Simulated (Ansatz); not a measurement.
**NaSnF3 (model cell, started as cubic perovskite with Sn in the octahedra): a soft mode frozen in**

Which phase does NaSnF3 (model cell, started as cubic perovskite with Sn in the octahedra) fall into along its unstable mode, and how much energy does it gain?

Main program and level: Ansatz 0.2.0; DFT LDA, scalar-relativistic, plane waves, PAW; PAW set soft_1.

The structure was built from a prototype and need not be the compound's stable phase.

## (1) Set-up

Symmetry: Pm-3m, No. 221, cubic system. Conventional cell: a = 4.550 Å, b = 4.550 Å, c = 4.550 Å, α = 90.00°, β = 90.00°, γ = 90.00°. Nearest to Na lie 12 F at 3.22 Å. Nearest to Sn lie 6 F at 2.27 Å. F has 2 Sn at 2.27 Å nearest. Farther neighbours and most contacts between anions are not listed.

Coordinates:

```cif
data_structure
_symmetry_space_group_name_H-M 'P 1'
_symmetry_Int_Tables_number 1
_cell_length_a 4.5499
_cell_length_b 4.5499
_cell_length_c 4.5499
_cell_angle_alpha 90.000
_cell_angle_beta 90.000
_cell_angle_gamma 90.000
_cell_volume 94.19
loop_
_atom_site_label
_atom_site_type_symbol
_atom_site_fract_x
_atom_site_fract_y
_atom_site_fract_z
_atom_site_occupancy
Na1 Na 0.00000 0.00000 0.00000 1
Sn2 Sn 0.50000 0.50000 0.50000 1
F3 F 0.50000 0.50000 0.00000 1
F4 F 0.50000 0.00000 0.50000 1
F5 F 0.00000 0.50000 0.50000 1
```

## (2) Response at finite wavevector

The cell comes from relaxations at this level that are not shown. Stability and thermal properties need the whole zone. Linear response on a 2×2×2 q mesh gives force constants as far as a supercell of that size would, and the tensors from the zone-centre run are typed in so that the long-range dipole term is interpolated apart.

File input.yaml:

```yaml
crystal:
  lattice:
    - [4.549909941, 0.0, 0.0]
    - [0.0, 4.549909941, 0.0]
    - [0.0, 0.0, 4.549909941]
  atoms:
    - { symbol: Na, position: [0.0, 0.0, 0.0] }
    - { symbol: Sn, position: [0.5, 0.5, 0.5] }
    - { symbol: F, position: [0.5, 0.5, 0.0] }
    - { symbol: F, position: [0.5, 0.0, 0.5] }
    - { symbol: F, position: [0.0, 0.5, 0.5] }
kpoints:
  mp_grid: { grid: [12, 12, 12] }
hamiltonian:
  xc: lda
  pseudopotentials: { kind: paw, azcp: { folder: soft_1 }, xc_functional: pbe }
scf:
  occupations: { method: fixed }
output:
  eigenvalues: true
phonons:
  method: dfpt
  qmesh: [2, 2, 2]
  temperatures: { t_max: 1000, t_step: 50 }
  qpath:
    path:
      - [[0.0, 0.0, 0.0], [0.0, 0.5, 0.0], [0.5, 0.5, 0.0], [0.0, 0.0, 0.0], [0.5, 0.5, 0.5], [0.0, 0.5, 0.0]]
      - [[0.5, 0.5, 0.5], [0.5, 0.5, 0.0]]
    npoints: 10
  non_analytic_term:
    high_frequency_dielectric_tensor: [[4.0829, 0.0, 0.0], [0.0, 4.0829, 0.0], [0.0, 0.0, 4.0829]]
    born_effective_charges:
      - { species: Na, tensor: [[1.2732, 0.0, 0.0], [0.0, 1.2732, 0.0], [0.0, 0.0, 1.2732]] }
      - { species: Sn, tensor: [[3.4305, 0.0, 0.0], [0.0, 3.4305, 0.0], [0.0, 0.0, 3.4305]] }
      - { species: F, tensor: [[-0.2891, 0.0, 0.0], [0.0, -0.2891, 0.0], [0.0, 0.0, -4.1255]] }
      - { species: F, tensor: [[-0.2891, 0.0, 0.0], [0.0, -4.1255, 0.0], [0.0, 0.0, -0.2891]] }
      - { species: F, tensor: [[-4.1255, 0.0, 0.0], [0.0, -0.2891, 0.0], [0.0, 0.0, -0.2891]] }
    source: "zone-centre run at this cell"
```

Launch:

```
> ansatz run input.yaml --threads 4 --pin off --max-ram 16384MiB --backend cpu --events-out ev --progress --plain --runs-dir out
```

Numbers of over 12 decimals in the logs are rounded to 6 here.

The log of the run:

```text
Engine: ansatz 0.2.0, aarch64-unknown-linux-gnu
Pseudopotentials: kind: paw
Pseudopotential: Na, paw, valence charge 9, recommended cutoff 420 eV (normal), soft_1/Na.paw.azcp
Pseudopotential: Sn, paw, valence charge 14, recommended cutoff 420 eV (normal), soft_1/Sn.paw.azcp
Pseudopotential: F, paw, valence charge 7, recommended cutoff 420 eV (normal), soft_1/F.paw.azcp
Functional definition: SPW92
  exchange = slater_x
  correlation = pw_c
Crystal: 5 atoms, lattice volume = 94.191 Å³
Basis set: ecut = 420 eV, 1839 PW (Γ), exchange–correlation on 64×64×64 points (8 copies of the dense FFT grid, shifted against one another)
Bands: 27, of which v1, the nominal top of the filled ones, is band 22 counted from 1 (21 counted from 0)
Symmetry: 48 space group operations
k-points: 84 of 1728
Non-local potential: Na, projectors of the file, l = 0: 3, l = 1: 2, l = 2: 1
Non-local potential: Sn, projectors of the file, l = 0: 2, l = 1: 2, l = 2: 2, l = 3: 1
Non-local potential: F, projectors of the file, l = 0: 2, l = 1: 2, l = 2: 1
PAW form: soft (Blöchl's): semilocal exchange-correlation on the pseudo side does not see the compensation charge
PAW frozen core: Na, regenerated for the run's functional, and the local potential with it (the file was generated under x = pbe(κ = 0.804, μ = 0.219515), c = pbe(β = 0.066725))
PAW frozen core: Sn, regenerated for the run's functional, and the local potential with it (the file was generated under x = pbe(κ = 0.804, μ = 0.219515), c = pbe(β = 0.066725))
PAW frozen core: F, regenerated for the run's functional, and the local potential with it (the file was generated under x = pbe(κ = 0.804, μ = 0.219515), c = pbe(β = 0.066725))
PAW one-centre angular grid: Na, 110 points (default); XC on 64 Gauss nodes
PAW one-centre angular grid: Sn, 590 points (default); XC on 64 Gauss nodes
PAW one-centre angular grid: F, 110 points (default); XC on 64 Gauss nodes
Initial density: superposition of atomic densities (chi_scale 0.1, normalization cell, long waves kept (reshape's long-wave potential 0.04 eV rms))
Initial wavefunctions: pseudopotential atomic-orbital guess
Functional: x = slater, c = lda
SCF iter   1: F=—  HF=-9734.843057 eV  |F-HF|=—  |Δ(HF+E_count)|=         —  Δρ=1.44e-1  dr2=1.59e1  ethr=3.10e-3  ⟨swp⟩=4.3  Hψ=9029  notcnv=0  defer=224
preconditioner: auto → Resta (q_TF=auto, 2.403 Å⁻¹)  ε∞=5.6  [insulator: Δε(μ)=0.011 eV  Ē_g=7.984 eV  n_scr=26 (ndim 8)  ℏωp=17.1 eV  f_vac=0.072  ε∞_Penn≈5.6]
SCF iter   2: F=—  HF=-9730.531059 eV  |F-HF|=—  |Δ(HF+E_count)|=    4.31e0  Δρ=5.58e-2  dr2=1.98e0  ethr=3.10e-3  ⟨swp⟩=3.1  Hψ=5782  notcnv=0  defer=197
SCF iter   3: F=—  HF=-9730.041442 eV  |F-HF|=—  |Δ(HF+E_count)|=   4.90e-1  Δρ=2.00e-2  dr2=5.33e-1  ethr=3.10e-3  ⟨swp⟩=2.0  Hψ=3930  notcnv=0  defer=145
SCF iter   4: F=—  HF=-9729.822917 eV  |F-HF|=—  |Δ(HF+E_count)|=   2.19e-1  Δρ=5.50e-3  dr2=5.63e-2  ethr=1.21e-3  ⟨swp⟩=2.6  Hψ=4180  notcnv=0  defer=241
SCF iter   5: F=—  HF=-9729.799384 eV  |F-HF|=—  |Δ(HF+E_count)|=   2.35e-2  Δρ=1.69e-3  dr2=3.33e-3  ethr=1.28e-4  ⟨swp⟩=3.0  Hψ=5038  notcnv=0  defer=244
SCF iter   6: F=—  HF=-9729.800128 eV  |F-HF|=—  |Δ(HF+E_count)|=   7.44e-4  Δρ=4.64e-4  dr2=1.72e-4  ethr=7.57e-6  ⟨swp⟩=2.4  Hψ=3283  notcnv=0  defer=245
SCF iter   7: F=—  HF=-9729.800167 eV  |F-HF|=—  |Δ(HF+E_count)|=   3.86e-5  Δρ=1.13e-4  dr2=1.24e-5  ethr=3.92e-7  ⟨swp⟩=2.0  Hψ=4165  notcnv=0  defer=241
SCF iter   8: F=—  HF=-9729.800172 eV  |F-HF|=—  |Δ(HF+E_count)|=   5.52e-6  Δρ=4.21e-5  dr2=2.19e-6  ethr=2.82e-8  ⟨swp⟩=2.0  Hψ=4000  notcnv=0  defer=91
SCF iter   9: F=—  HF=-9729.800172 eV  |F-HF|=—  |Δ(HF+E_count)|=   4.34e-7  Δρ=9.55e-6  dr2=1.52e-7  ethr=4.97e-9  ⟨swp⟩=2.0  Hψ=3437  notcnv=0  defer=87
SCF iter  10: F=—  HF=-9729.800172 eV  |F-HF|=—  |Δ(HF+E_count)|=   3.62e-8  Δρ=3.12e-6  dr2=8.46e-9  ethr=3.46e-10  ⟨swp⟩=3.0  Hψ=4464  notcnv=0  defer=87
SCF iter  11: F=—  HF=-9729.800172 eV  |F-HF|=—  |Δ(HF+E_count)|=   5.23e-9  Δρ=2.41e-6  dr2=3.44e-9  ethr=1.92e-11  ⟨swp⟩=2.0  Hψ=3697  notcnv=0  defer=87
SCF iter  12: F=—  HF=-9729.800172 eV  |F-HF|=—  |Δ(HF+E_count)|=  4.97e-10  Δρ=2.60e-7  dr2=5.57e-11  ethr=7.83e-12  ⟨swp⟩=2.0  Hψ=2959  notcnv=0  defer=87
SCF iter  13: F=-9729.800172 eV  HF=-9729.800172 eV  |F-HF|=0.00e0  |Δ(HF+E_count)|=  5.82e-11  Δρ=5.03e-8  dr2=1.61e-12  ethr=1.00e-12  ⟨swp⟩=13.0  Hψ=13231  notcnv=0
SCF 1 converged in 13 iterations: F = -9729.800172 eV  dr2 = 1.61e-12
  greatest PAW one-centre occupation: 0.999 electrons in one spin orbital (limit 2), on the Na atom at site 0 (counted from 0), in its partial waves of l = 0
NSCF: frozen V_eff on 84 k-points
NSCF: frozen V_eff on 343 k-points
DFPT response loops at q = (0, 0, 0) (fractional): preconditioner auto → none (the input reference at scf.mixing.eps_inf says where Resta's filter doesn't serve); β = 0.50; Broyden in place of MSR1
NSCF: frozen V_eff on 686 k-points
DFPT response loops at q = (0, 0, -0.5) (fractional): mixed as the last ones told, above
NSCF: frozen V_eff on 686 k-points
DFPT response loops at q = (0, -0.5, -0.5) (fractional): mixed as the last ones told, above
NSCF: frozen V_eff on 686 k-points
DFPT response loops at q = (-0.5, -0.5, -0.5) (fractional): mixed as the last ones told, above
SCF converged after 13 iterations
Free energy (F): -9729.800172 eV
Harris-Foulkes:  -9729.800172 eV  (|F-HF|=0.00e0)
Internal energy: -9729.800172 eV  (E = F + TS)
E sigma→0 (E₀):  -9729.800172 eV
Fermi energy:    5.735087 eV
--- Per-component energies (eV) ---
  E_band       = -513.096714
  E_kinetic    = 868.950391
  E_local      = -4791.218673  (includes V_loc(G=0)·N_el)
  E_nonlocal   = 695.984792
  E_hartree    = 1887.266340
  E_xc         = -387.277534
  E_vxc        = -420.823956  (∫ρ·V_xc dr)
  E_paw        = -5072.263814  (= ΣΔE_a)
  E_vpaw       = -640.524476  (= ΣTr[D̂ρ^β])
  E_aug_tail   = 0.002497  (compensation charges beyond the density's cutoff)
  E_ewald      = -2932.149706
  E_core_change = 0.905536  (= ΣΔE_core)
  E_smearing   = -0.000000  (= −TS)
  E_closure    = 0.000000  (closes the sum)
  Σ components = -9729.800172   (vs F -9729.800172, Δ=0.00e0)
--- Band table (eV; the first three rows and the last of 84) ---
  k-point 0: bands = [... 18 lower, -0.3025, -0.3025, -0.3025, -0.0703, 6.1678, 10.3164, 10.3164, 10.3164, ... 1 higher]
  k-point 1: bands = [... 18 lower, -0.3087, -0.3069, -0.3069, 0.2783, 6.2146, 10.0334, 10.3186, 10.3186, ... 1 higher]
  k-point 2: bands = [... 18 lower, -0.3250, -0.3155, -0.3155, 0.8530, 6.3362, 9.5246, 10.3254, 10.3254, ... 1 higher]
  k-point 83: bands = [... 18 lower, 0.0624, 0.0624, 0.0624, 5.7351, 7.2550, 7.2550, 7.2550, 8.1187, ... 1 higher]
--- Phonons (Γ-DFPT): 4 representative perturbations + reference (Σ response iterations 12) ---
  ASR residual: 4.542e-5 → 0.000e0 eV/Å²; symmetrization residual: 5.996e-6 eV/Å²
  ASR residual per site (eV/Å²): 4.54e-5 1.80e-5 2.79e-5 2.79e-5 2.79e-5
  Γ frequencies (cm⁻¹): -192.85 -192.85 -192.85 -99.82 -99.82 -99.82 -95.00 -95.00 -95.00 0.00 0.00 0.00 155.83 155.83 155.83
--- Phonons (arbitrary-q DFPT): 4 irreducible q on the 2×2×2 mesh ---
  q = [0.0000, 0.0000, 0.0000] (star 1, of the zone-centre solve; hermiticity 3.00e-6, symmetrization 3.71e-12): -192.85 -192.85 -192.85 -99.82 -99.82 -99.82 -95.00 -95.00 -95.00 -0.00 -0.00 0.00 155.83 155.83 155.83
  q = [0.0000, 0.0000, -0.5000] (star 3, 9 solved perturbations in 2646 linear systems a pass and spin channel, the states on 343 of 1728 k-point pairs; hermiticity 5.34e-7, symmetrization 2.68e-8): -164.33 -164.33 -124.55 -124.55 -94.54 -85.15 -54.85 -54.85 45.03 45.03 81.23 134.17 134.17 190.41 394.59
  q = [0.0000, -0.5000, -0.5000] (star 3, 9 solved perturbations in 2646 linear systems a pass and spin channel, the states on 343 of 1728 k-point pairs; hermiticity 4.16e-7, symmetrization 4.20e-9): -137.76 -137.76 -127.15 -115.32 -86.96 -79.86 -79.86 51.31 51.31 109.18 118.18 190.56 190.56 336.32 391.29
  q = [-0.5000, -0.5000, -0.5000] (star 1, 4 solved perturbations in 931 linear systems a pass and spin channel, the states on 343 of 1728 k-point pairs; hermiticity 7.51e-8, symmetrization 9.47e-10): -132.55 -132.55 -132.55 -127.63 -127.63 -127.63 150.06 150.06 150.06 167.24 167.24 167.24 336.14 336.14 377.56
  sum rule: each row above includes the acoustic sum rule's correction from the zone centre's row sums; it moved no ω² by more than (0.73 cm⁻¹)²
  mesh force constants: q→R imaginary residual 7.94e-18; ASR residual 4.542e-5 → 0.000e0 eV/Å²; symmetrization residual 7.105e-15 eV/Å²
  interpolated dispersion: 63 rows × 15 modes
  density of states and harmonic sums: on the 14×14×14 q-mesh, interpolated from the force constants of a 2×2×2 supercell (with the dipole–dipole term of supplied tensors)
  largest difference from the sums on the solved wave vectors: F 1.68e-1 eV, S 2.45e-4 and C_V 7.75e-5 eV/K
  zero-point energy: 0.082040 eV/cell   skipped modes (ω ≤ 0): 846, of them read as no rigid motion or as one in doubt: 843 (6.974e0 modes/cell left out, lowest -192.85 cm⁻¹)   left out of the sums: 4.65e-1 of the cell's modes: C_V's classical limit lies that fraction below 3 k_B per atom; for a crystal, a wire or a layer, F and S can be off by more, and a phonons.interpolated_qmesh denser along its periods is the remedy for the sampling
```

Run time: 6.3 min. Hardware: 4 threads of Arm Neoverse V2, shared host; peak memory 2.1 GiB; 25 min of CPU time.

Numbers from this step:

```yaml
gap_on_the_k_mesh: 0.4327 eV
volume_per_atom: 18.84 Å³
sum_rule_residual_before_enforcement: 4.54e-5 eV/Å²
lowest_frequency_on_the_path: -192.9 cm⁻¹
point_group: m-3m
highest_frequency_on_the_path_or_at_a_solved_wavevector: 394.6 cm⁻¹
highest_optical_mode_at_the_zone_centre_no_lo_to_term: 155.8 cm⁻¹
lowest_optical_zone_centre_mode: -192.8 cm⁻¹
lowest_mode_on_the_q_mesh_acoustic_modes_at_gamma_apart: -192.8 cm⁻¹
```

Frequencies (cm⁻¹) solved at each irreducible wavevector; negative means imaginary. Frequencies by wavevector, by row:

| q in reciprocal lattice units | star | mode 1 | mode 2 | mode 3 | mode 4 | mode 13 | mode 14 | mode 15 |
| --- | --- | --- | --- | --- | --- | --- | --- | --- |
| 0 0 0 | 1 | -192.8 | -192.8 | -192.8 | -99.8 | 155.8 | 155.8 | 155.8 |
| 0 0 -0.5 | 3 | -164.3 | -164.3 | -124.5 | -124.5 | 134.2 | 190.4 | 394.6 |
| 0 -0.5 -0.5 | 3 | -137.8 | -137.8 | -127.2 | -115.3 | 190.6 | 336.3 | 391.3 |
| -0.5 -0.5 -0.5 | 1 | -132.6 | -132.6 | -132.6 | -127.6 | 336.1 | 336.1 | 377.6 |

Interpolated from a 2×2×2 q mesh, with the LO-TO term (at Γ the limit along the path; where Γ stands inside the path, tables give the limit on arrival). Phonon branches along the path, in cm⁻¹:

```
    point  branch 1  branch 2  branch 3  branch 4  branch 12  branch 13  branch 14  branch 15
        Γ      -193      -193      -178      -100         80        156        156        375
  halfway      -181      -181      -137      -109        136        148        148        385
        X      -164      -164      -125      -125        134        134        190        395
  halfway      -146      -135      -126      -114        143        190        250        387
        M      -138      -138      -127      -115        191        191        336        391
  halfway      -167      -149      -110      -110        140        148        222        366
        Γ      -193      -193      -178      -100         80        156        156        375
  halfway      -141      -141      -116      -106        144        226        226        350
        R      -132      -132      -132      -128        167        336        336        378
  halfway      -131      -127      -123      -121        186        230        260        378
        X      -164      -164      -125      -125        134        134        190        395
jump to R      -132      -132      -132      -128        167        336        336        378
  halfway      -134      -134      -127      -116        183        239        336        381
        M      -138      -138      -127      -115        191        191        336        391
```

Symmetry leaves 4 wavevectors to solve. The lowest mode among them, the acoustic zeros apart, lies at Γ and is imaginary, 192.8i cm⁻¹, so the energy falls along it.

## (3) The mode frozen in, largest atomic shift 0 Å

The mode followed lies at q = (0, 0, -0.5) with frequency 164.3i cm⁻¹ and is 2-fold degenerate, one of the unstable modes though not the softest. At small amplitude the distorted cell has space group no. 63 by a symmetry search on the positions. The undistorted cell that holds it gives the zero of energy on the same k mesh.

System of this step: NaSnF3 (model cell, started as cubic perovskite with Sn in the octahedra). The structure is cubic, space group Pm-3m (No. 221). Conventional cell: a = 4.550 Å, b = 4.550 Å, c = 4.550 Å, α = 90.00°, β = 90.00°, γ = 90.00°. Nearest to Na lie 12 F at 3.22 Å. Nearest to Sn lie 6 F at 2.27 Å. Nearest to F lie 2 Sn at 2.27 Å. Nearest to F lie 2 Sn at 2.27 Å. Farther neighbours and most contacts between anions are not listed.

File input.yaml:

```yaml
crystal:
  lattice:
    - [4.549909941, 0.0, 0.0]
    - [0.0, 4.549909941, 0.0]
    - [0.0, 0.0, 9.099819882]
  atoms:
    - { symbol: Na, position: [0.0, 0.0, 0.0] }
    - { symbol: Na, position: [0.0, 0.0, 0.5] }
    - { symbol: Sn, position: [0.5, 0.5, 0.25] }
    - { symbol: Sn, position: [0.5, 0.5, 0.75] }
    - { symbol: F, position: [0.5, 0.5, 0.0] }
    - { symbol: F, position: [0.5, 0.5, 0.5] }
    - { symbol: F, position: [0.5, 0.0, 0.25] }
    - { symbol: F, position: [0.5, 0.0, 0.75] }
    - { symbol: F, position: [0.0, 0.5, 0.25] }
    - { symbol: F, position: [0.0, 0.5, 0.75] }
kpoints:
  mp_grid: { grid: [8, 8, 4] }
hamiltonian:
  xc: lda
  pseudopotentials: { kind: paw, azcp: { folder: soft_1 }, xc_functional: pbe }
scf:
  occupations: { method: gaussian, width: 0.02 }
output:
  forces: true
  stress: true
  eigenvalues: true
```

The log of the run:

```text
[...]
Crystal: 10 atoms, lattice volume = 188.382 Å³
Basis set: ecut = 420 eV, 3679 PW (Γ)
Bands: 54, of which v1, the nominal top of the filled ones, is band 44 counted from 1 (43 counted from 0)
Symmetry: 32 space group operations
[...]
k-points: 45 of 256
[...]
k-point 0: bands = [... 40 lower, -0.3022, -0.3022, -0.0701, 2.8577, 6.1678, 6.2674, 9.1080, 10.3166, ... 3 higher]
  k-point 1: bands = [... 40 lower, -0.3108, -0.3108, 0.5515, 2.4253, 6.2689, 6.4316, 8.8903, 9.7837, ... 3 higher]
  k-point 2: bands = [... 40 lower, -0.3207, -0.3207, 1.5036, 1.5036, 6.4655, 6.4655, 9.0789, 9.0789, ... 3 higher]
  k-point 44: bands = [... 40 lower, 0.0608, 0.0608, 4.8262, 4.8262, 7.2129, 7.2129, 7.2129, 7.2129, ... 3 higher]
[key lines of the parts left out:]
SCF converged after 11 iterations
Free energy (F): -19459.599581 eV
Fermi energy:    5.951662 eV
P = ⅓ Tr σ = -0.0031 GPa (-0.031 kbar)
```

The job ended after 6.3 s (4 threads; peak memory 0.68 GiB; 24 s of CPU time).

Numbers from this step:

```
pressure                         : -0.003114 GPa
gap on the k-mesh                : 0.4323 eV
energy from the undistorted cell : 0 meV/atom
```

At this level the gap is 0.43 eV on the k-mesh of the self-consistent run, which can miss the band edges.

## (4) The mode frozen in, largest atomic shift 0.32 Å

The atoms are moved along the unstable eigenvector, the largest shift by 0.32 Å, with the cell fixed.

input.yaml, the sections that differ from step 3:

```yaml
crystal:
  lattice:
    - [4.549909941, 0.0, 0.0]
    - [0.0, 4.549909941, 0.0]
    - [0.0, 0.0, 9.099819882]
  atoms:
    - { symbol: Na, position: [0.0, 0.0, 0.0] }
    - { symbol: Na, position: [0.0, 0.0, 0.5] }
    - { symbol: Sn, position: [0.502979395, 0.497020605, 0.25] }
    - { symbol: Sn, position: [0.497020605, 0.502979395, 0.75] }
    - { symbol: F, position: [0.5, 0.5, 0.0] }
    - { symbol: F, position: [0.5, 0.5, 0.5] }
    - { symbol: F, position: [0.4495763531, -0.0490297274, 0.25] }
    - { symbol: F, position: [0.5504236469, 0.0490297274, 0.75] }
    - { symbol: F, position: [0.0490297274, 0.5504236469, 0.25] }
    - { symbol: F, position: [-0.0490297274, 0.4495763531, 0.75] }
# kpoints, hamiltonian, scf, output: as in step 3
```

The log of the run:

```text
[...]
Crystal: 10 atoms, lattice volume = 188.382 Å³
Basis set: ecut = 420 eV, 3679 PW (Γ)
Bands: 54, of which v1, the nominal top of the filled ones, is band 44 counted from 1 (43 counted from 0)
Symmetry: 8 space group operations
[...]
k-points: 63 of 256
[...]
k-point 0: bands = [... 40 lower, -0.0633, -0.0608, 0.5045, 2.9299, 6.2146, 6.3329, 9.2723, 9.9225, ... 3 higher]
  k-point 1: bands = [... 40 lower, -0.0628, -0.0612, 0.8631, 2.5172, 6.4109, 6.4143, 8.9878, 9.6276, ... 3 higher]
  k-point 2: bands = [... 40 lower, -0.0618, -0.0618, 1.6637, 1.6637, 6.5417, 6.5417, 9.0455, 9.0455, ... 3 higher]
  k-point 62: bands = [... 40 lower, 0.1405, 0.1405, 4.1837, 4.1837, 7.1759, 7.1759, 7.5761, 7.5761, ... 3 higher]
[key lines of the parts left out:]
SCF converged after 11 iterations
Free energy (F): -19459.733270 eV
Fermi energy:    5.594003 eV
P = ⅓ Tr σ = 0.4506 GPa (4.506 kbar)
```

Elapsed: 8.4 s, on 4 threads; peak memory 0.78 GiB.

This step gave:

| Item | Value |
| --- | --- |
| pressure | 0.4506 GPa |
| gap on the k-mesh | 1.241 eV |
| energy from the undistorted cell | -13.37 meV/atom |

The energy, extrapolated to zero smearing, is -13.37 meV/atom against the undistorted cell.

The run ends at a pressure of 0.45 GPa, with forces up to 0.62 eV/Å.

## (5) Energy along the mode, all amplitudes (two of the runs are shown above)

An imaginary frequency means negative curvature, so the energy should fall and then rise again as anharmonic terms take over.

Numbers from this step:

| Item | Value |
| --- | --- |
| depth at the lowest point sampled | 13.37 meV/atom |
| largest atomic shift at that point | 0.32 Å |

The energy from the parent by largest atomic shift:

| largest atomic shift (Å) | energy from the parent (meV/atom) |
| --- | --- |
| 0.000 | 0 |
| 0.040 | -0.605 |
| 0.080 | -2.33 |
| 0.140 | -6.42 |
| 0.220 | -12.3 |
| 0.320 | -13.4 |
| 0.450 | 16.0 |

Displacement at unit largest shift by atom:

```
atom   x (Å)   y (Å)  z (Å)   size
 Na1   0.000   0.000  0.000  0.000
 Na2   0.000   0.000  0.000  0.000
 Sn3   0.042  -0.042  0.000  0.059
 Sn4  -0.042   0.042  0.000  0.059
  F5   0.000   0.000  0.000  0.000
  F6   0.000   0.000  0.000  0.000
  F7  -0.717  -0.697  0.000  1.000
  F8   0.717   0.697  0.000  1.000
  F9   0.697   0.717  0.000  1.000
 F10  -0.697  -0.717  0.000  1.000
```

The lowest of the steps tried is at 0.32 Å, 13.4 meV/atom below the parent; the bottom of the well need not coincide with a step.

(Continued in part 2 of 2.)

[Logs are printed without paths, hosts, clocks, repeated set-up lines and the standing remarks that a program may print on its own settings, such as how far it seeks lower states.]

[Hosts, paths, dates, database ids (printed as entryN), source tags and the programs' standing remarks are cut or masked in the printed files.]
